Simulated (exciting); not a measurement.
Consider Na2TiO3, space group Immm.

```xyz
6
Lattice="-1.5142 2.1264 5.1260 1.5142 -2.1264 5.1260 1.5142 2.1264 -5.1260" Properties=species:S:1:pos:R:3 pbc="T T T"
Ti    0.0000    0.0000    0.0000
Na    0.0000    0.0000    3.3394
Na    0.0000    0.0000    6.9127
O     0.0000    2.1264    0.0000
O     0.0000    2.1264    3.8138
O     1.5142    0.0000    1.3123
```

Absorber: atom 1, with 4 O at 2.00 Å and 2 O at 2.13 Å (distorted octahedral, site symmetry mmm). Method: exciting, all-electron LAPW+lo, LDA, spinor conduction states, exchange and screened direct term (singlet BSE), 2×2×2 shifted k points, 16 conduction spinor bands, |G+q| up to 4.5 bohr⁻¹ (4.6 in the exchange term), full RPA screening with nempty = 54, Lorentzian half width 0.25 eV.

What does the Ti L₂,₃ spectrum look like, and is there a bound core exciton?

Bound core exciton? Yes on this mesh: the first bright state (over 5 % of the brightest) lies at -2.88 eV from the Kohn–Sham onset and at -3.55 eV from the lowest bare transition of its own mesh; weaker or dark states reach down to -3.65 eV. Maxima (height): -2.8 eV (0.65), -0.8 eV (1.00), 2.8 eV (0.80) and 4.8 eV (0.81).

Energy from the Kohn–Sham onset, core level to the lowest empty state found on the meshes used; Im ε in relative units:

| E (eV) | Im ε |
| --- | --- |
| -5.25 | 0.02 |
| -5.00 | 0.02 |
| -4.75 | 0.02 |
| -4.50 | 0.03 |
| -4.25 | 0.04 |
| -4.00 | 0.05 |
| -3.75 | 0.09 |
| -3.50 | 0.15 |
| -3.25 | 0.26 |
| -3.00 | 0.51 |
| -2.75 | 0.58 |
| -2.50 | 0.27 |
| -2.25 | 0.16 |
| -2.00 | 0.16 |
| -1.75 | 0.23 |
| -1.50 | 0.37 |
| -1.25 | 0.64 |
| -1.00 | 0.83 |
| -0.75 | 0.98 |
| -0.50 | 0.62 |
| -0.25 | 0.44 |
| 0.00 | 0.22 |
| 0.25 | 0.13 |
| 0.50 | 0.08 |
| 0.75 | 0.07 |
| 1.00 | 0.06 |
| 1.25 | 0.06 |
| 1.50 | 0.07 |
| 1.75 | 0.08 |
| 2.00 | 0.12 |
| 2.25 | 0.22 |
| 2.50 | 0.42 |
| 2.75 | 0.79 |
| 3.00 | 0.53 |
| 3.25 | 0.25 |
| 3.50 | 0.17 |
| 3.75 | 0.18 |
| 4.00 | 0.28 |
| 4.25 | 0.51 |
| 4.50 | 0.64 |
| 4.75 | 0.81 |
| 5.00 | 0.46 |
| 5.25 | 0.28 |
| 5.50 | 0.21 |
| 5.75 | 0.12 |
| 6.00 | 0.08 |
| 6.25 | 0.06 |
| 6.50 | 0.05 |
| 6.75 | 0.04 |
| 7.00 | 0.03 |

A mesh of 8 points doesn't converge binding energies, and the weak maxima beyond the white lines are largely noise of the mesh. The multiplet shape isn't converged in the kernel cutoffs, and the cutoff of the direct term wasn't varied. Measured L₃ and L₂ lines of such d⁰ ions are about equally strong. The zero comes from the unshifted 2×4×4 ground-state mesh; it is exact only where the band minimum lies on that mesh. The structure is a Materials Project entry, computed there, and may be a hypothetical form.

[Banner, clock and machine lines of the logs are left out without a mark of their own.]

[Logs are printed without paths, hosts, clocks, repeated set-up lines and the standing remarks that a program may print on its own settings, such as how far it seeks lower states.]

[Hosts, paths, dates, database ids (printed as entryN), source tags and the programs' standing remarks are cut or masked in the printed files.]
